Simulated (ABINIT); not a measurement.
# Calculated records

**Quasiparticle gap of KI (Fm-3m) in ABINIT**

It takes space group Fm-3m (No. 225, cubic). Conventional cell: a = 7.066 Å, b = 7.066 Å, c = 7.066 Å, α = 90.00°, β = 90.00°, γ = 90.00°. Nearest to K lie 6 I at 3.53 Å. Nearest to I lie 6 K at 3.53 Å. Farther neighbours, and contacts between anions beyond the nearest, are not listed.

```xyz
2
Lattice="0.0000 3.5328 3.5328 3.5328 0.0000 3.5328 3.5328 3.5328 0.0000" Properties=species:S:1:pos:R:3 pbc="T T T"
K     0.0000    0.0000    0.0000
I     3.5328    3.5328    3.5328
```

```yaml
method: RPA screening on PBE, plane waves, norm-conserving pseudopotentials (and 2 further levels or steps)
program: ABINIT 10.8.3
settings: cutoff 33 Ha, PseudoDojo scalar-relativistic 0.4.1 standard, norm-conserving, ngkpt (2, 2, 2), nband 44, ecuteps 3.2 Ha, inclvkb 2, shiftk (0, 0, 0), symchi 1, awtr 1, frequency ppm, 2×2×2 k-mesh
cost: 5 runs, 43 s in all on 4 MPI ranks of Arm Neoverse V2, shared host
notes: The program’s warnings: nproc spkpt=  >= nkpt= * nsppol=. The cell and positions come from the Crystallography Open Database and are kept as given unless a step says otherwise. Limits: no spin-orbit coupling. The 2×2×2 mesh is coarse for this cell, which bears on the long-range parts of exchange and screening.
pbe_gap: 3.96 eV, direct
g0w0_gap_on_the_mesh: 5.52 eV
gw_settings: 2×2×2 mesh, 44 bands, screening to 87.1 eV, Godby-Needs plasmon pole
known_limits: short of the basis limit; no spin-orbit coupling; coarse k mesh
```

G0W0 moves the gap on the mesh from 3.96 eV to 5.52 eV (+1.55 eV), with Z of 0.82 and 0.85 at the edges. Local fields lower the RPA ε∞ on this mesh from 4.04 to 3.33; a Γ-centred mesh this coarse tends to raise both, most where the direct gap is narrow, while a short band sum lowers them.

## Quasiparticle gap of KI (Fm-3m) in ABINIT

The structure is cubic, space group Fm-3m (No. 225). Conventional cell: a = 7.066 Å, b = 7.066 Å, c = 7.066 Å, α = 90.00°, β = 90.00°, γ = 90.00°. Nearest to K lie 6 I at 3.53 Å. I has 6 K at 3.53 Å nearest. Farther neighbours, and contacts between anions beyond the nearest, are not listed.

```yaml
method: RPA screening on PBE, plane waves, norm-conserving pseudopotentials (and 2 further levels or steps)
program: ABINIT 10.8.3
settings: cutoff 33 Ha, PseudoDojo scalar-relativistic 0.4.1 standard, norm-conserving, ngkpt (2, 2, 2), nband 66, ecuteps 3.9 Ha, inclvkb 2, shiftk (0, 0, 0), symchi 1, awtr 1, frequency ppm, 2×2×2 k-mesh
cost: 5 runs, 48 s in all on 4 MPI ranks of Arm Neoverse V2, shared host
notes: The program’s warnings: nproc spkpt=  >= nkpt= * nsppol=. The cell and positions come from the Crystallography Open Database and are kept as given unless a step says otherwise. Limits: no spin-orbit coupling. The 2×2×2 mesh is coarse for this cell, which bears on the long-range parts of exchange and screening.
pbe_gap: 3.96 eV, direct
g0w0_gap_on_the_mesh: 5.61 eV
gw_settings: 2×2×2 mesh, 66 bands, screening to 106.1 eV, Godby-Needs plasmon pole
known_limits: short of the basis limit; no spin-orbit coupling; coarse k mesh
```

G0W0 moves the gap on the mesh from 3.96 eV to 5.61 eV (+1.65 eV), with Z of 0.81 and 0.85 at the edges. Local fields lower the RPA ε∞ on this mesh from 4.04 to 3.33; a Γ-centred mesh this coarse tends to raise both, most where the direct gap is narrow, while a short band sum lowers them.

[Long decimals in the printed logs are rounded to 6 places.]

[Logs are printed without paths, hosts, clocks, repeated set-up lines and the standing remarks that a program may print on its own settings, such as how far it seeks lower states.]

[Paths, hosts, dates, memory and timing lines, banners, echoed tables and standing remarks are left out of the program output; an Ansatz launch command may be rebuilt from the run's recorded settings. Measured values are a selection of at most five: reports struck by readers or far from the other reports are left out. None is set beside runs whose start may be inverted or whose files or cutoffs have a known fault.]

[Runs of the session that timed out or met a known fault of the program may be left out.]

[Hosts, paths, dates, database ids (printed as entryN), source tags and the programs' standing remarks are cut or masked in the printed files.]

[G0W0 gaps are taken among the corrected bands and points alone; a level outside them can change the order at an edge.]

[Where Ansatz stands beside ABINIT at settings called matched, ABINIT's density can come from a denser mesh and the files from another edition; pairs whose starting gaps differed by over 0.03 eV were left out, so agreement reads better than it is.]
